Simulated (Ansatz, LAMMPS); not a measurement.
# Structural relaxation of amorphous HfO2 at 8.62 g/cm^3 (84 atoms), part 2 of 3

Wanted: the relaxed structure of amorphous HfO2 at 8.62 g/cm^3 (84 atoms) and its electronic structure.

Ansatz 0.2.0; Kohn-Sham DFT, PBE, PAW (set soft_2), plane waves.

The cell: 28 Hf and 56 O. The quench rate of 50 K/ps is orders of magnitude faster than experiment. The starting topology of bonds comes from the classical model. Only the Γ point is sampled in the main run, in a cell whose shortest periodic width is 10 Å. The levels lack spin–orbit coupling.

So far. Step 3 (Single point at the start): Neighbours are counted within 2.82 Å (O-Hf).

### 4. Relaxation

With the cell held, the atoms are moved downhill towards a nearby minimum.

Input file input.yaml:

```yaml
crystal:
  lattice:
    - [10.4337, 0.0, 0.0]
    - [0.0, 10.4337, 0.0]
    - [0.0, 0.0, 10.4337]
  atoms:
    [... the 84 atom lines of step 3 ...]
kpoints:
  mp_grid: { grid: [1, 1, 1] }
hamiltonian:
  xc: pbe
scf:
  occupations: { method: fermi_dirac, width: 0.025 }
output:
  forces: true
relax:
  f_tol: 0.04
  max_steps: 250
```

Command:

```sh
ansatz run input.yaml --threads 4 --pin off --max-ram 8192MiB --backend cpu --events-out ev --progress --plain --runs-dir out
```

Numbers of over 12 decimals in the logs are rounded to 6 here.

Output:

```text
[...]
Crystal: 84 atoms, lattice volume = 1135.834 Å³
Basis set: ecut = 420 eV, 22119 PW (Γ), exchange–correlation on 144×144×144 points (8 copies of the dense FFT grid, shifted against one another)
Bands: 639, of which v1, the nominal top of the filled ones, is band 532 counted from 1 (531 counted from 0)
Symmetry: 1 space group operations
[...]
k-points: 1
[...]
SCF iter   1: F=—  HF=-472109.755947 eV  |F-HF|=—  |Δ(HF+E_count)|=         —  Δρ=4.09e-3  dr2=1.75e-1  ethr=1.77e-3  ⟨swp⟩=4.0  Hψ=1902  notcnv=0  defer=36
[...]
SCF iter   6: F=-472109.746941 eV  HF=-472109.746918 eV  |F-HF|=2.27e-5  |Δ(HF+E_count)|=   5.82e-5  Δρ=4.92e-5  dr2=3.49e-5  ethr=3.76e-9  ⟨swp⟩=3.0  Hψ=2392  notcnv=0
SCF 1 converged in 6 iterations: F = -472109.746941 eV  dr2 = 3.49e-5
[...]
relax step   1: F+E_penalty+E_count = -472109.74694067 eV  Δ(F+E_penalty+E_count) = +0.000e0 eV  max|allowed force component| = 2.425e0 eV/Å  Δτ_max = 0.0000 Å  (6 SCF iters, dr2 threshold 4.00e-5 eV, accepted)
[...]
relax step   2: F+E_penalty+E_count = -472110.93490437 eV  Δ(F+E_penalty+E_count) = -1.188e0 eV  max|allowed force component| = 7.522e-1 eV/Å  Δτ_max = 0.1648 Å  (7 SCF iters, dr2 threshold 1.00e-4 eV, accepted)
[...]
relax step   3: F+E_penalty+E_count = -472111.49524589 eV  Δ(F+E_penalty+E_count) = -5.603e-1 eV  max|allowed force component| = 6.394e-1 eV/Å  Δτ_max = 0.0561 Å  (6 SCF iters, dr2 threshold 3.54e-5 eV, accepted)
relax step   4: F+E_penalty+E_count = -472111.97006814 eV  Δ(F+E_penalty+E_count) = -4.748e-1 eV  max|allowed force component| = 2.260e-1 eV/Å  Δτ_max = 0.2000 Å  (7 SCF iters, dr2 threshold 3.94e-5 eV, accepted)
relax step   5: F+E_penalty+E_count = -472112.03672467 eV  Δ(F+E_penalty+E_count) = -6.666e-2 eV  max|allowed force component| = 1.788e-1 eV/Å  Δτ_max = 0.1818 Å  (8 SCF iters, dr2 threshold 6.38e-6 eV, accepted)
relax step   6: F+E_penalty+E_count = -472112.04901851 eV  Δ(F+E_penalty+E_count) = -1.229e-2 eV  max|allowed force component| = 1.473e-1 eV/Å  Δτ_max = 0.1580 Å  (8 SCF iters, dr2 threshold 3.99e-6 eV, accepted)
relax step   7: F+E_penalty+E_count = -472112.07059878 eV  Δ(F+E_penalty+E_count) = -2.158e-2 eV  max|allowed force component| = 4.656e-2 eV/Å  Δτ_max = 0.0753 Å  (7 SCF iters, dr2 threshold 1.36e-5 eV, accepted)
[...]
relax step   8: F+E_penalty+E_count = -472112.07207982 eV  Δ(F+E_penalty+E_count) = -1.481e-3 eV  max|allowed force component| = 1.272e-2 eV/Å  Δτ_max = 0.0152 Å  (7 SCF iters, accepted)
SCF converged after 7 iterations
Free energy (F): -472112.072080 eV
[...]
Internal energy: -472112.072080 eV  (E = F + TS)
E sigma→0 (E₀):  -472112.072080 eV
Fermi energy:    13.226788 eV
[...]
--- Forces (eV/Å), atoms counted from 1 ---
  atom   1  Hf    -0.00485458     0.00298015    -0.00215000
  atom   2  Hf     0.00623523    -0.00730752    -0.00037001
  atom   3  Hf     0.00074133    -0.00255881    -0.00421108
  atom   4  Hf    -0.00515463    -0.00524796     0.01059011
  atom   5  Hf     0.00352041     0.00049315     0.00609646
  atom   6  Hf     0.00202702    -0.01271954     0.00345780
  atom   7  Hf     0.00030836     0.00559493     0.00372287
  atom   8  Hf     0.00508305     0.00589160    -0.00205350
  atom   9  Hf     0.00019696     0.00420651    -0.00190907
  atom  10  Hf     0.00512446     0.00734520    -0.01099900
  atom  11  Hf    -0.00955787     0.00394302    -0.01208234
  atom  12  Hf    -0.00444743     0.00021905    -0.00038752
  atom  13  Hf    -0.00905909    -0.00811627     0.00732389
  atom  14  Hf     0.00305112    -0.00583570     0.00158484
[...]
atom  83  O     -0.00384126     0.00034568    -0.00620015
  atom  84  O      0.00765768    -0.00038236     0.00242635
  max |Σ_I F_I| component: 6.84e-5 eV/Å
--- Relaxed structure (8 steps of the walk, 8 accepted, 0 SCFs on fresh bases) ---
  F+E_penalty+E_count = -472112.07207982 eV   max|allowed force component| = 1.272e-2 eV/Å
  atoms:
    - { symbol: Hf, position: [0.098593, 0.233849, 0.095458] }
    - { symbol: Hf, position: [0.862846, 0.573473, 0.275988] }
    - { symbol: Hf, position: [-0.010178, 0.475824, 0.622314] }
    - { symbol: Hf, position: [0.451406, 0.193220, 0.531747] }
[...]
- { symbol: O, position: [0.264253, 0.126719, 0.096611] }
```

Wall time 2.8 min (4 threads of Arm Neoverse V1, shared host); peak memory 1.9 GiB.

Relaxation path:

```tsv
step	energy less that of the first step (eV)	largest force component (eV/Å)
1	0.0000	2.4246
2	-1.1880	0.7522
3	-1.7483	0.6394
4	-2.2231	0.2260
5	-2.2898	0.1788
6	-2.3021	0.1473
7	-2.3237	0.0466
8	-2.3251	0.0127
```

The atoms that moved most (Å):

```tsv
atom	dx	dy	dz	length
O64	0.047	0.277	-0.329	0.432
Hf9	0.185	-0.176	0.181	0.313
O53	-0.248	-0.091	0.137	0.297
Hf24	-0.063	-0.236	-0.155	0.290
O39	-0.159	0.152	-0.172	0.279
Hf15	-0.231	0.139	-0.070	0.278
O44	0.226	-0.023	-0.135	0.264
O37	0.242	-0.016	0.062	0.250
```

The relaxation changed the energy by -27.7 meV/atom, and atoms moved by 0.16 Å r.m.s., 0.43 Å at most.

### 5. Distances and neighbours after relaxation

Bonds before and after, by the cutoffs listed below:

```tsv
pair	bonds before	bonds after	mean before (Å)	mean after (Å)	spread before (Å)	spread after (Å)
O-Hf	172	170	2.160	2.147	0.128	0.138
```

Density 8.62 g/cm³, 13.52 Å³ an atom.

Pair distribution functions g(r), in bins of 0.2 Å:

```tsv
r (Å)	total	O-O	O-Hf	Hf-Hf
1.80	0.04	0.00	0.08	0.00
2.00	2.39	0.00	5.38	0.00
2.20	1.95	0.00	4.39	0.00
2.40	0.35	0.14	0.66	0.00
2.60	0.76	1.53	0.18	0.00
2.80	1.25	2.72	0.08	0.00
3.00	1.02	2.15	0.10	0.25
3.20	0.99	1.64	0.28	1.22
3.40	0.87	0.92	0.42	2.49
3.60	0.79	0.71	0.66	1.66
3.80	0.97	0.54	0.94	2.88
4.00	1.16	0.84	1.33	1.74
4.20	1.08	0.92	1.25	0.98
4.40	0.95	0.59	1.46	0.42
4.60	1.04	0.61	1.61	0.44
4.80	1.08	0.88	1.35	0.80
5.00	0.85	0.92	0.85	0.55
```

Bonds by pair of elements; cutoffs follow the first minimum of g(r), held within bounds set by covalent radii, and pairs that aren't listed don't count as bonded:

```tsv
pair A-B	cutoff (Å)	bonds	mean length (Å)	spread (Å)	shortest (Å)	B about A	A about B
O-Hf	2.88	170	2.15	0.138	1.89	3.04	6.07
```

How many atoms have how many bonded neighbours:

```tsv
element	mean	2	3	4	5	6	7
Hf	6.07	0	0	1	2	19	6
O	3.04	4	46	6	0	0	0
```

Bond angles (no mean is given where the spread exceeds 20°):

```tsv
angle	count	mean (°)	spread (°)
O-Hf-O	437	-	-
Hf-O-Hf	178	117	18.6
```

Bond length by coordination (bonds to H left out):

```tsv
element	coordination	atoms	mean bond length (Å)
Hf	4	1	2.00
Hf	5	2	2.08
Hf	6	19	2.14
Hf	7	6	2.20
O	2	4	1.98
O	3	46	2.14
O	4	6	2.26
```

First main peaks of g(r), for some of the pairs, lie near 2.8 Å (O-O) and 2.1 Å (O-Hf). By these cutoffs 68 % of Hf atoms have 6 and 82 % of O atoms have 3 bonded neighbours. Bonds at O atoms with 2 neighbours average 1.98 Å, against 2.26 Å at those with 4.

### 6. Single point at the relaxed geometry

One more single point at the end of the walk gives the fuller output and checks the residual forces.

Input file input.yaml:

```yaml
crystal:
  lattice:
    - [10.4337, 0.0, 0.0]
    - [0.0, 10.4337, 0.0]
    - [0.0, 0.0, 10.4337]
  atoms:
    - { symbol: Hf, position: [0.09859, 0.23385, 0.09546] }
    - { symbol: Hf, position: [0.86285, 0.57347, 0.27599] }
    - { symbol: Hf, position: [0.98982, 0.47582, 0.62231] }
    - { symbol: Hf, position: [0.45141, 0.19322, 0.53175] }
    - { symbol: Hf, position: [0.7593, 0.20931, 0.32435] }
    - { symbol: Hf, position: [0.67837, 0.45394, 0.52706] }
    - { symbol: Hf, position: [0.18384, 0.13969, 0.76] }
    - { symbol: Hf, position: [0.90978, 0.62816, 0.89507] }
    - { symbol: Hf, position: [0.96866, 0.97009, 0.00683] }
    - { symbol: Hf, position: [0.63847, 0.88128, 0.2002] }
    - { symbol: Hf, position: [0.51511, 0.66666, 0.94569] }
    - { symbol: Hf, position: [0.48568, 0.55062, 0.23319] }
    - { symbol: Hf, position: [0.20836, 0.46853, 0.30449] }
    - { symbol: Hf, position: [0.20302, 0.48222, 0.8793] }
    - { symbol: Hf, position: [0.30339, 0.93822, 0.38983] }
    - { symbol: Hf, position: [0.73096, 0.88996, 0.85682] }
    - { symbol: Hf, position: [0.16216, 0.73413, 0.12546] }
    - { symbol: Hf, position: [0.09492, 0.2186, 0.4681] }
    - { symbol: Hf, position: [0.43762, 0.19867, 0.16924] }
    - { symbol: Hf, position: [0.34334, 0.94335, 0.01979] }
    - { symbol: Hf, position: [0.73262, 0.38095, 0.06584] }
    - { symbol: Hf, position: [0.69158, 0.78869, 0.49301] }
    - { symbol: Hf, position: [0.38037, 0.57167, 0.61993] }
    - { symbol: Hf, position: [0.46142, 0.92707, 0.71937] }
    - { symbol: Hf, position: [0.95, 0.9679, 0.32426] }
    - { symbol: Hf, position: [0.49049, 0.31537, 0.82718] }
    - { symbol: Hf, position: [0.05268, 0.82191, 0.60662] }
    - { symbol: Hf, position: [0.87447, 0.25427, 0.81945] }
    - { symbol: O, position: [0.75354, 0.0123, 0.30601] }
    - { symbol: O, position: [0.27481, 0.3067, 0.82312] }
    - { symbol: O, position: [0.40844, 0.74814, 0.69369] }
    - { symbol: O, position: [0.09224, 0.63865, 0.96508] }
    - { symbol: O, position: [0.91811, 0.15687, 0.42462] }
    - { symbol: O, position: [0.02766, 0.25228, 0.66889] }
    - { symbol: O, position: [0.0998, 0.41907, 0.47219] }
    - { symbol: O, position: [0.3213, 0.01224, 0.8321] }
    - { symbol: O, position: [0.55003, 0.84832, 0.38601] }
    - { symbol: O, position: [0.49356, 0.39856, 0.61858] }
    - { symbol: O, position: [0.20043, 0.80227, 0.49106] }
    - { symbol: O, position: [0.64038, 0.50781, 0.33813] }
    - { symbol: O, position: [0.51045, 0.15526, 0.71389] }
    - { symbol: O, position: [0.6122, 0.63072, 0.56931] }
    - { symbol: O, position: [0.82485, 0.06723, 0.84633] }
    - { symbol: O, position: [0.14732, 0.90127, 0.00394] }
    - { symbol: O, position: [0.9656, 0.66159, 0.68926] }
    - { symbol: O, position: [0.3974, 0.12373, 0.35306] }
    - { symbol: O, position: [0.63569, 0.25972, 0.46] }
    - { symbol: O, position: [0.46926, 0.22694, 0.98323] }
    - { symbol: O, position: [0.05587, 0.59251, 0.25612] }
    - { symbol: O, position: [0.13776, 0.28095, 0.28375] }
    - { symbol: O, position: [0.26126, 0.20533, 0.57624] }
    - { symbol: O, position: [0.6911, 0.33372, 0.87548] }
    - { symbol: O, position: [0.34799, 0.54334, 0.43195] }
    - { symbol: O, position: [0.56038, 0.4945, 0.05712] }
    - { symbol: O, position: [0.28502, 0.86892, 0.21334] }
    - { symbol: O, position: [0.76908, 0.74435, 0.30759] }
    - { symbol: O, position: [0.20132, 0.53772, 0.68419] }
    - { symbol: O, position: [0.38968, 0.37659, 0.24078] }
    - { symbol: O, position: [0.3395, 0.74751, 0.986] }
    - { symbol: O, position: [0.41307, 0.51896, 0.84271] }
    - { symbol: O, position: [0.83916, 0.37325, 0.25023] }
    - { symbol: O, position: [0.55037, 0.71866, 0.13607] }
    - { symbol: O, position: [0.76542, 0.91609, 0.05288] }
    - { symbol: O, position: [0.99747, 0.84211, 0.18471] }
    - { symbol: O, position: [0.70482, 0.68564, 0.87195] }
    - { symbol: O, position: [0.91919, 0.82349, 0.87637] }
    - { symbol: O, position: [0.90356, 0.86333, 0.49365] }
    - { symbol: O, position: [0.9973, 0.45324, 0.82683] }
    - { symbol: O, position: [0.1303, 0.03062, 0.39118] }
    - { symbol: O, position: [0.6392, 0.24086, 0.17293] }
    - { symbol: O, position: [0.53641, 0.88034, 0.90456] }
    - { symbol: O, position: [0.85937, 0.5399, 0.47325] }
    - { symbol: O, position: [0.65762, 0.8933, 0.6656] }
    - { symbol: O, position: [0.96723, 0.09345, 0.16368] }
    - { symbol: O, position: [0.4972, 0.00172, 0.13913] }
    - { symbol: O, position: [0.83395, 0.55826, 0.07105] }
    - { symbol: O, position: [0.06099, 0.13695, 0.91516] }
    - { symbol: O, position: [0.29834, 0.60731, 0.19453] }
    - { symbol: O, position: [0.17263, 0.40415, 0.05546] }
    - { symbol: O, position: [0.89993, 0.29635, 0.00672] }
    - { symbol: O, position: [0.81283, 0.38391, 0.65725] }
    - { symbol: O, position: [0.0956, 0.98427, 0.683] }
    - { symbol: O, position: [0.40918, 0.99548, 0.55066] }
    - { symbol: O, position: [0.26425, 0.12672, 0.09661] }
kpoints:
  mp_grid: { grid: [1, 1, 1] }
hamiltonian:
  xc: pbe
scf:
  occupations: { method: fermi_dirac, width: 0.025 }
output:
  forces: true
  stress: true
  populations: true
  dos:
    method: { smearing: { sigma: 0.08 } }
    de: 0.05
    projected: { site_lists: { Hf: [Hf], O: [O] } }
  eigenvalues: true
  write_density: true
  write_potential: true
  volumetric_format: npy
```

Output:

```text
[...]
Crystal: 84 atoms, lattice volume = 1135.834 Å³
Basis set: ecut = 420 eV, 22119 PW (Γ), exchange–correlation on 144×144×144 points (8 copies of the dense FFT grid, shifted against one another)
Bands: 639, of which v1, the nominal top of the filled ones, is band 532 counted from 1 (531 counted from 0)
Symmetry: 1 space group operations
[...]
k-points: 1
[...]
SCF iter   1: F=—  HF=-472112.081840 eV  |F-HF|=—  |Δ(HF+E_count)|=         —  Δρ=4.02e-3  dr2=1.73e-1  ethr=1.77e-3  ⟨swp⟩=4.0  Hψ=1894  notcnv=0  defer=41
[...]
SCF iter  11: F=-472112.072080 eV  HF=-472112.072080 eV  |F-HF|=1.05e-9  |Δ(HF+E_count)|=   6.52e-9  Δρ=1.66e-6  dr2=3.46e-8  ethr=9.40e-12  ⟨swp⟩=6.0  Hψ=4359  notcnv=0
SCF 1 converged in 11 iterations: F = -472112.072080 eV  dr2 = 3.46e-8
[...]
SCF converged after 11 iterations
Free energy (F): -472112.072080 eV
[...]
Internal energy: -472112.072080 eV  (E = F + TS)
E sigma→0 (E₀):  -472112.072080 eV
Fermi energy:    13.226877 eV
[...]
--- Forces (eV/Å), atoms counted from 1 ---
  atom   1  Hf    -0.00394706     0.00345679    -0.00290712
  atom   2  Hf     0.00540995    -0.00652264    -0.00123624
  atom   3  Hf     0.00165516    -0.00151730    -0.00343252
  atom   4  Hf    -0.00659334    -0.00539675     0.00980706
  atom   5  Hf     0.00491292     0.00060428     0.00475646
  atom   6  Hf     0.00107391    -0.01111770     0.00421714
  atom   7  Hf     0.00121404     0.00573493     0.00376751
  atom   8  Hf     0.00445290     0.00645002    -0.00128245
  atom   9  Hf     0.00108885     0.00451444    -0.00124495
  atom  10  Hf     0.00546417     0.00730052    -0.01062702
  atom  11  Hf    -0.01000387     0.00276118    -0.01310163
  atom  12  Hf    -0.00577767     0.00068616     0.00001262
  atom  13  Hf    -0.00756084    -0.00696282     0.00628818
  atom  14  Hf     0.00450415    -0.00637577     0.00134691
[...]
atom  83  O     -0.00426466     0.00083534    -0.00738055
  atom  84  O      0.00817364    -0.00021697     0.00274928
  max |Σ_I F_I| component: 6.99e-5 eV/Å
--- Stress (GPa, compression-positive) ---
       -5.938537      -0.466852       1.308198
       -0.466852      -2.476633       1.350554
        1.308198       1.350554      -1.722155
  P = ⅓ Tr σ = -3.3791 GPa (-33.791 kbar)
--- Band table (eV) ---
[...]
--- Löwdin populations: 84 sites ---
  site symbol       q [e]
     0     Hf     24.5530
     1     Hf     24.5179
     2     Hf     24.5826
[...]
83      O      6.6681
  spilling = 0.002667 (of n_electrons = 1064.000000)
```

Wall time 52 s (4 threads); peak memory 1.9 GiB; 3.3 min of CPU time.

The run gave:

| Item | Value |
| --- | --- |
| free energy | -472112.0721 eV |
| free energy per atom | -5620.3818 eV/atom |
| SCF cycles | 11 |
| pressure | -3.379 GPa |
| r.m.s. force component | 0.00414 eV/Å |
| longest force | 0.01671 eV/Å |
| Fermi energy | 13.23 eV |
| gap (highest filled to lowest empty level) | 3.719 eV |
| spilling of the projection | 0.002667 |

Löwdin charges by element and coordination (they lack the spilled electrons, 0.034 e an atom on average):

```tsv
element	coordination	atoms	mean charge (e)	spread	least	most
Hf	all	28	1.46	0.0256	1.40	1.51
Hf	4	1	1.46	0	1.46	1.46
Hf	5	2	1.46	0.0271	1.43	1.48
Hf	6	19	1.46	0.0273	1.40	1.51
Hf	7	6	1.46	0.0211	1.42	1.49
O	all	56	-0.678	0.0256	-0.742	-0.599
O	2	4	-0.647	0.03	-0.682	-0.599
O	3	46	-0.676	0.021	-0.723	-0.622
O	4	6	-0.707	0.0259	-0.742	-0.673
```

Density of states as counts of states in windows of 1 eV (from the Fermi level), total and the larger projections:

```tsv
from (eV)	to (eV)	total	O p	Hf d	Hf f
-18	-17	32.8	0.1	2.9	0.3
-17	-13	0.0	0.0	0.0	0.0
-13	-12	381.9	1.2	0.2	379.9
-12	-11	10.1	0.0	0.0	10.1
-11	-7	0.0	0.0	0.0	0.0
-7	-6	41.6	29.0	9.2	0.1
-6	-5	78.5	57.1	17.8	0.2
-5	-4	72.9	58.3	11.1	0.3
-4	-3	76.3	66.9	6.6	0.3
-3	-2	63.6	59.0	3.1	0.2
-2	-1	3.2	3.0	0.1	0.0
-1	1	0.0	0.0	0.0	0.0
1	2	2.1	0.1	1.0	0.0
2	3	43.4	4.6	35.2	0.0
3	4	65.0	8.1	51.2	0.0
4	5	55.7	8.7	39.3	0.0
```

Between -26 and -18 eV lie 79 more states.

About 224 of the 1064 electrons lie in deeper levels, below the stored range.

The levels nearest the highest filled one (over half full), pooled over k-points and spins:

```tsv
level less the highest filled one (eV)	occupation
-0.436	2
-0.372	2
-0.361	2
-0.272	2
-0.143	2
0	2
3.72	0
3.94	0
4.00	0
4.07	0
4.16	0
4.21	0
```

Electrostatic potential energy in the ac plane at fractional y = 0.140, with atoms of Hf and O within 0.2 Å of it. With pseudopotentials it is smooth inside the atoms' cores, unlike the true potential.

Ten even steps from '_' (-26 eV) to '@' (18 eV), each cell a mean:
```
##====##@@@@@@@@@@@@@@@@@@@@@@@@@@@@@@@@@@@@@@@@@@@@@@@@@@
--____--%%@@@@@@@@@@@@@@@@@@@@@@@@@@@@@@@@@@@@@@@@@@@@@@@@
++____==%%%%%%%%@@@@@@@@@@@@@@@@@@@@@@@@@@@@@@%%%%%%%%%%@@
%%##****++--==**%%@@@@@@@@@@@@@@@@@@@@@@@@@@@@##**####%%@@
@@%%##--______::**%%@@@@@@@@@@@@@@@@@@@@@@@@@@%%######%%%%
@@%%**::__..__..++%%@@@@@@##----##@@@@@@@@@@@@%%%%%%%%%%@@
@@%%##--______::**%%@@@@@@==____--@@@@@@@@@@@@@@@@@@@@@@@@
@@@@%%**==--==**%%%%@@@@@@**....++@@@@@@@@@@@@@@@@@@@@@@@@
@@@@@@%%######%%%%@@@@%%########@@@@@@@@@@@@@@@@@@@@@@@@@@
@@@@%%%%%%%%%%####%%%%**==--==**%%@@@@@@@@@@@@@@@@@@@@@@@@
%%########%%%%####%%##==____..==##%%@@@@@@@@@@@@@@@@@@@@@@
%%**====**##%%@@@@%%##==____..==##%%@@@@@@@@@@@@@@@@@@@@@@
##++----++##%%@@@@@@%%**==--==**%%@@@@@@@@@@@@@@@@**----##
##**====**##%%@@@@@@%%##**####%%@@@@@@@@%%%%##%%%%--____==
%%%%####%%%%@@@@@@@@==__..**@@@@@@@@@@%%##++++**##++..::**
@@@@%%@@@@@@@@@@@@%%::____++@@@@@@@@%%##++::..--**%%%%%%@@
@@@@@@@@@@@@@@@@@@@@**--==##@@@@@@@@%%##++::::--**%%@@@@@@
@@@@@@@@@@@@@@@@@@@@%%##**####%%@@@@@@%%##++++**##%%@@@@@@
%%@@@@@@@@@@@@@@@@%%##++----++##%%@@@@@@%%%%##%%%%@@@@%%##
++%%%%%%%%@@@@%%%%%%**::____--**%%@@@@@@@@@@@@@@@@@@%%==::
**##****##%%++::::****--....==##%%@@@@@@@@@@@@@@@@@@@@++--
%%**++++**##::____--%%**++++**%%@@@@@@@@@@@@@@@@@@@@@@@@%%
%%##****##%%**::--##@@%%%%%%%%@@@@@@@@@@@@@@@@@@@@@@@@@@@@
%%%%%%%%%%@@@@@@@@@@@@@@@@@@@@@@@@@@@@@@@@@@@@@@@@@@@@@@@@
```
Columns run along a (10.4 Å; values clipped at the 3rd and 97th percentile), rows up along c (10.4 Å). Atoms in or near the plane, at fractional coordinates: Hf at (0.18, 0.76), O at (0.92, 0.42), O at (0.51, 0.71), O at (0.40, 0.35), O at (0.06, 0.92), O at (0.26, 0.10).

Valence density in the ac plane at fractional y = 0.140, with atoms of Hf and O within 0.2 Å of it. It is the smooth field of the valence electrons, not physical close to the nuclei.

Ten steps, logarithmic in the rise over the least value, from '0' (0 e/Å³) to '9' (30 e/Å³), each cell a mean:
```
24431000000011110000000000001
46642000000001100000000110001
45642100000000000000001221101
23323431000000000000001232101
01147874100001111000001222100
00158996200013443100000111000
00147874100014664100000000000
00113432100013553100000000000
00000112110012221000000000000
00000123321134310000000000000
00110123321366520000000000000
11332111111366520000000001111
12442100001234310000000013443
22332100012332100000000124664
11111000024553100000122224553
00000000024664100000245322221
00000000013442100000245311000
00000000001222100000123210011
21000000001344210000000000123
32100012212466410011000001245
32211235532355310000000000234
22222246642122100000000000122
11111135531011100000000000000
11110012210011110000000000000
```
Columns run along a (10.4 Å), rows up along c (10.4 Å). Atoms in or near the plane, at fractional coordinates: Hf at (0.18, 0.76), O at (0.92, 0.42), O at (0.51, 0.71), O at (0.40, 0.35), O at (0.06, 0.92), O at (0.26, 0.10).

Mean Löwdin charges: Hf +1.46, O -0.68 e. The largest share in the top eV of filled states is O p (94 % of the projected weight), and in the lowest eV of empty states Hf d (81 % of the projected weight).

[end of part 2 of 3]

[Logs are printed without paths, hosts, clocks, repeated set-up lines and the standing remarks that a program may print on its own settings, such as how far it seeks lower states.]

[Hosts, paths, dates, database ids (printed as entryN), source tags and the programs' standing remarks are cut or masked in the printed files.]
